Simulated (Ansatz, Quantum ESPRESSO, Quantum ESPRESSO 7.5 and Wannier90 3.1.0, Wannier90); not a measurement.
# Ballistic channels from Wannier functions: straight Na chain, spacing 3.07 Å

Wanted: localised orbitals and the quantum conductance of this wire: straight Na chain, spacing 3.07 Å.

Method: plane-wave DFT, LDA, GBRV ultrasoft pseudopotentials (cross-check by Ansatz 0.2.0 with PAW datasets), in Quantum ESPRESSO 7.5 and Wannier90 3.1.0.

This is a report of a sequence of runs, with most program output left out.

## (1) The structure

The cell holds 1 atom: 1 Na. Cell: a = 8.000 Å, b = 8.000 Å, c = 3.069 Å, α = 90.0°, β = 90.0°, γ = 90.0°. Vacuum lies along a and b. The structure's axis is c.

## (2) Ground state

The input, scf.in:

```
&control
  prefix = 'scf'
  outdir = './out'
  pseudo_dir = './pseudo'
  calculation = 'scf'
  tprnfor = .true.
/
&system
  ibrav = 0
  nat = 1
  ntyp = 1
  ecutwfc = 34
  ecutrho = 170
  occupations = 'smearing'
  smearing = 'mv'
  degauss = 0.005
/
&electrons
  conv_thr = 1e-07
  mixing_beta = 0.4
  electron_maxstep = 120
  mixing_mode = 'local-TF'
/
ATOMIC_SPECIES
  Na  22.9898  na_lda_v1.5.uspp.F.UPF
CELL_PARAMETERS angstrom
  8.00000000000000 0.00000000000000 0.00000000000000
  0.00000000000000 8.00000000000000 0.00000000000000
  0.00000000000000 0.00000000000000 3.06900000000000
ATOMIC_POSITIONS crystal
  Na  0.000000000000 0.000000000000 0.000000000000
K_POINTS automatic
  1 1 24 0 0 0
```

Started as:

```console
OMP_NUM_THREADS=1 mpirun -n 2 pw.x -nk 2 -in scf.in > scf.out
```

It took 5.7 s on 2 MPI ranks of Arm Neoverse V2, shared host; peak memory 0.16 GiB.

Numbers from this step:

```
free energy  : -1293.6913 eV
Fermi energy : -2.334 eV
```

The program's own clock; routines nest. Time by routine:

| routine | wall time (s) | calls |
| --- | --- | --- |
| PWSCF | 5.19 | 1 |
| electrons | 4.81 | 1 |
| c_bands | 2.58 | 10 |
| cegterg | 2.32 | 70 |
| h_psi | 1.99 | 278 |
| fftw | 1.92 | 4218 |
| vloc_psi | 1.86 | 278 |
| mix_rho | 0.96 | 10 |
| sum_band | 0.85 | 10 |
| ffts | 0.48 | 638 |
| newd | 0.4 | 10 |
| init_run | 0.26 | 1 |
| wfcinit | 0.09 | 1 |
| init_us_2 | 0.09 | 154 |

The run needed 9 iterations to bring the estimated error under 1e-07 Ry.

## (3) Full uniform mesh without symmetry

Wannier90 needs the states on a whole uniform mesh, listed point by point, without symmetry.

The input, nscf.in:

```
&control
  prefix = 'nscf'
  outdir = './out'
  pseudo_dir = './pseudo'
  calculation = 'nscf'
/
&system
  ibrav = 0
  nat = 1
  ntyp = 1
  ecutwfc = 34
  ecutrho = 170
  occupations = 'smearing'
  smearing = 'mv'
  degauss = 0.005
  nosym = .true.
  noinv = .true.
  nbnd = 11
/
&electrons
  conv_thr = 1e-09
  mixing_beta = 0.4
  electron_maxstep = 120
  mixing_mode = 'local-TF'
  diago_full_acc = .true.
/
ATOMIC_SPECIES
  Na  22.9898  na_lda_v1.5.uspp.F.UPF
CELL_PARAMETERS angstrom
  8.00000000000000 0.00000000000000 0.00000000000000
  0.00000000000000 8.00000000000000 0.00000000000000
  0.00000000000000 0.00000000000000 3.06900000000000
ATOMIC_POSITIONS crystal
  Na  0.000000000000 0.000000000000 0.000000000000
K_POINTS crystal
12
  0.0000000000 0.0000000000 0.0000000000 0.0833333333
  0.0000000000 0.0000000000 0.0833333333 0.0833333333
  0.0000000000 0.0000000000 0.1666666667 0.0833333333
  0.0000000000 0.0000000000 0.2500000000 0.0833333333
  0.0000000000 0.0000000000 0.3333333333 0.0833333333
  0.0000000000 0.0000000000 0.4166666667 0.0833333333
  0.0000000000 0.0000000000 0.5000000000 0.0833333333
  0.0000000000 0.0000000000 0.5833333333 0.0833333333
  0.0000000000 0.0000000000 0.6666666667 0.0833333333
  0.0000000000 0.0000000000 0.7500000000 0.0833333333
  0.0000000000 0.0000000000 0.8333333333 0.0833333333
  0.0000000000 0.0000000000 0.9166666667 0.0833333333
```

Started as:

```console
cp -r out/scf.save out/nscf.save
cp out/scf.xml out/nscf.xml
OMP_NUM_THREADS=1 mpirun -n 2 pw.x -nk 1 -in nscf.in > nscf.out
```

Wall time 5.2 s (2 MPI ranks); peak memory 0.1 GiB; 10 s of CPU time.

The program's own clock; routines nest. Time by routine:

| routine | wall time (s) | calls |
| --- | --- | --- |
| PWSCF | 4.62 | 1 |
| electrons | 4.44 | 1 |
| c_bands | 4.44 | 1 |
| cegterg | 4.33 | 47 |
| h_psi | 3.45 | 899 |
| vloc_psi | 3.25 | 899 |
| fftw | 2.94 | 10030 |
| init_run | 0.11 | 1 |
| cdiaghg | 0.1 | 852 |
| h_psi:calbec | 0.1 | 899 |
| calbec | 0.1 | 899 |
| add_vuspsi | 0.08 | 899 |
| s_psi | 0.07 | 899 |
| hinit0 | 0.05 | 1 |

## (4) Neighbour list from wannier90 -pp

The .win file sets projections and windows: states in the frozen window are kept exactly, the outer window gives room to disentangle.

The input, wan.win:

```
num_wann = 1
num_bands = 11
num_iter = 200
num_print_cycles = 20
conv_tol = 1e-8
conv_window = 5
guiding_centres = true
dis_num_iter = 1500
dis_conv_tol = 1e-8
dis_win_min = -13.3337
dis_win_max = 6.6663
dis_froz_max = -0.8337
search_shells = 120
fermi_energy = -2.3337

transport = true
transport_mode = bulk
one_dim_axis = z
dist_cutoff = 18.31
dist_cutoff_mode = one_dim
tran_win_min = -4.0
tran_win_max = 2.0
tran_energy_step = 0.02

bands_plot = true
bands_num_points = 96
begin kpoint_path
G 0.0 0.0 0.0 Z 0.0 0.0 0.5
end kpoint_path

begin projections
Na:s
end projections

begin unit_cell_cart
ang
  8.0000000000 0.0000000000 0.0000000000
  0.0000000000 8.0000000000 0.0000000000
  0.0000000000 0.0000000000 3.0690000000
end unit_cell_cart

begin atoms_frac
  Na 0.0000000000 0.0000000000 0.0000000000
end atoms_frac

mp_grid = 1 1 12
begin kpoints
  0.0 0.0 0.0000000000
  0.0 0.0 0.0833333333
  0.0 0.0 0.1666666667
  0.0 0.0 0.2500000000
  0.0 0.0 0.3333333333
  0.0 0.0 0.4166666667
  0.0 0.0 0.5000000000
  0.0 0.0 0.5833333333
  0.0 0.0 0.6666666667
  0.0 0.0 0.7500000000
  0.0 0.0 0.8333333333
  0.0 0.0 0.9166666667
end kpoints
```

Started as:

```console
OMP_NUM_THREADS=1 wannier90.x -pp wan > wan.pp.log
```

Wall time 0.47 s (1 MPI rank); peak memory 0.09 GiB.

## (5) Overlaps and projections

pw2wannier90.x computes the overlaps between neighbouring k-points and the projections.

The input, wan.p2w.in:

```
&inputpp
  prefix = 'nscf'
  outdir = './out'
  seedname = 'wan'
  write_mmn = .true.
  write_amn = .true.
  write_unk = .false.
/
```

Started as:

```console
OMP_NUM_THREADS=1 mpirun -n 2 pw2wannier90.x -in wan.p2w.in > wan.p2w.out
```

The job ended after 1.4 s (2 MPI ranks; peak memory 0.09 GiB).

## (6) Wannier functions and transport

After disentangling and localising, transport_mode = bulk builds principal layers from hoppings within dist_cutoff and counts open channels.

wan.win is that of step 4.

Started as:

```console
OMP_NUM_THREADS=1 wannier90.x wan > wan.run.log
```

The job ended after 0.49 s (1 MPI rank; peak memory 0.09 GiB).

Read from the output:

* lead channels at the Fermi level, one spin: 1.0000
* total spread: 4.277 Å²
* gauge-invariant spread: 4.277 Å²
* largest misfit to plane-wave levels between mesh points, inside the frozen window: 0.2672 eV

Per spin. Quantum conductance of the perfect wire, open channels against energy, zero at the Fermi level:

energy (eV), quantum conductance of the perfect wire, open channels and a bar:
```
   -1.200       0.00 
   -1.020       0.00 
   -0.800       1.00 ##############################
   -0.600       1.00 ##############################
   -0.400       1.00 ##############################
   -0.200       1.00 ##############################
    0.000       1.00 ##############################
    0.200       1.00 ##############################
    0.400       1.00 ##############################
    0.600       1.00 ##############################
    0.800       1.00 ##############################
    1.000       1.00 ##############################
    1.200       1.00 ##############################
    1.400       1.00 ##############################
    1.600       1.00 ##############################
    1.800       1.00 ##############################
    2.000       1.00 ##############################
```

Wannier functions:

```csv
no.,x (Å),y (Å),z (Å),spread (Å²)
1,0,0,-1.00e-6,4.277
```

The electronic bands at the labelled points (eV, zero at the Fermi level; # counts the bands kept):

| point | #1 |
| --- | --- |
| Γ | -1.02 |
| halfway | -0.01 |
| Z | 3.45 |

Bands and channels are those of the Wannier model: bands that were not projected, and all outside the frozen window, are missing or only approximate.

## (7) Neighbour list from wannier90 -pp, with dis_froz_max − E_F = 0.0

A sensitivity test on the input.

wan_w.win is the input of step 6 with these lines changed:

```diff
@@ -11,3 +11,3 @@
 dis_win_max = 6.6663
-dis_froz_max = -0.8337
+dis_froz_max = -2.3337
 search_shells = 120
```

Started as:

```console
OMP_NUM_THREADS=1 wannier90.x -pp wan_w > wan_w.pp.log
```

Elapsed: 0.47 s, on 1 MPI rank; peak memory 0.09 GiB.

## (8) Overlaps and projections

The follow-up step for that run.

The input, wan_w.p2w.in:

```
&inputpp
  prefix = 'nscf'
  outdir = './out'
  seedname = 'wan_w'
  write_mmn = .true.
  write_amn = .true.
  write_unk = .false.
/
```

Started as:

```console
OMP_NUM_THREADS=1 mpirun -n 2 pw2wannier90.x -in wan_w.p2w.in > wan_w.p2w.out
```

Wall time 1.4 s (2 MPI ranks); peak memory 0.09 GiB; 2.6 s of CPU time.

## (9) Wannier functions and transport, with dis_froz_max − E_F = 0.0

How much does a setting matter? One run is repeated with a change.

wan_w.win is the input of step 6 with these lines changed:

```diff
@@ -11,3 +11,3 @@
 dis_win_max = 6.6663
-dis_froz_max = -0.8337
+dis_froz_max = -2.3337
 search_shells = 120
```

Started as:

```console
OMP_NUM_THREADS=1 wannier90.x wan_w > wan_w.run.log
```

Elapsed: 0.49 s, on 1 MPI rank; peak memory 0.09 GiB.

The total spread is 3.60 against 4.28 Å². Between −2 and 1.5 eV the channel count differs from the first run's at 1 % of the energies, and at the Fermi level it is 1 against 1.

## (10) Cross-check with Ansatz

A second code with its own PAW datasets, on the same atoms.

Level of this step: plane-wave DFT, LDA, Ansatz PAW (Ansatz 0.2.0).

System of this step: straight Na chain, spacing 3.07 Å, 2 periods. The cell holds 2 atoms: 2 Na. Cell: a = 8.000 Å, b = 8.000 Å, c = 6.138 Å, α = 90.0°, β = 90.0°, γ = 90.0°. Vacuum lies along a and b. The structure's axis is c.

The input, input.yaml:

```yaml
crystal:
  lattice:
    - [8.0, 0.0, 0.0]
    - [0.0, 8.0, 0.0]
    - [0.0, 0.0, 6.138]
  atoms:
    - { symbol: Na, position: [0.0, 0.0, 0.0] }
    - { symbol: Na, position: [0.0, 0.0, 0.5] }
kpoints:
  mp_grid: { grid: [1, 1, 12] }
hamiltonian:
  xc: lda
scf:
  occupations: { method: fermi_dirac, width: 0.05 }
  convergence: { dr2_threshold: 1.0e-08 }
output:
  transmission:
    leads: [[0, 0]]
    e_range: [-4.0, 2.0]
    de: 0.05
    kmesh: [1, 1]
    reduced_basis: true
```

Started as:

```console
ansatz run input.yaml --threads 2 --pin off --max-ram 4096MiB --backend cpu --events-out ev --progress --plain --runs-dir out
```

Run time: 18 s. Hardware: 2 threads; peak memory 0.4 GiB.

Numbers from this step:

* free energy: -2931.9987 eV
* energy at zero smearing: -2931.9927 eV
* smearing term TS: 0.01191 eV
* Fermi energy: -2.311 eV
* symmetry operations: 32
* lead channels at the Fermi level, one spin: 1

Per spin. Open channels against energy, zero at the Fermi level:

```
energy (eV)  open channels
     -1.200              0
     -1.000              1
     -0.800              1
     -0.600              1
     -0.400              1
     -0.200              1
      0.000              1
      0.200              1
      0.400              1
      0.600              1
      0.800              1
      1.000              1
      1.200              1
      1.400              1
      1.600              1
      1.800              1
      2.000              3
```

## (11) The arithmetic

1 channel × 77.48 µS = 77 µS, a two-terminal resistance of 12.906/1 = 12.91 kΩ whatever the wire's length, as long as nothing scatters.

## (12) Outcome

```json
{
  "open channels at the Fermi level, per spin": "1",
  "total spread": "4.28 Å²",
  "gauge-invariant spread": "4.28 Å²",
  "largest band misfit in the frozen window": "0.267 eV",
  "channels at the Fermi level by Ansatz": "1"
}
```

**Reading.** The wire offers 1 channel per spin at the Fermi level. Between -4 and 1.5 eV the channel count from Wannier functions equals that from Ansatz's layer matching at 100 % of the energies; outside the frozen window the Wannier bands are not held to the plane-wave ones. The interpolated bands miss plane-wave levels by up to 0.27 eV between mesh points, so steps of the conductance can sit that far off. The wire is perfect, so the conductance only counts bands: each channel, with its partner of the other spin, carries G₀ = 2e²/h. It was run without spin polarisation, which was not tested.

[Logs are printed without paths, hosts, clocks, repeated set-up lines and the standing remarks that a program may print on its own settings, such as how far it seeks lower states.]

[Hosts, paths, dates, database ids (printed as entryN), source tags and the programs' standing remarks are cut or masked in the printed files.]

[Maps of the electrostatic potential energy from Ansatz leave out the sawtooth potential of an applied field or a dipole correction, so their vacuum need not be flat; planar profiles and work functions include it.]
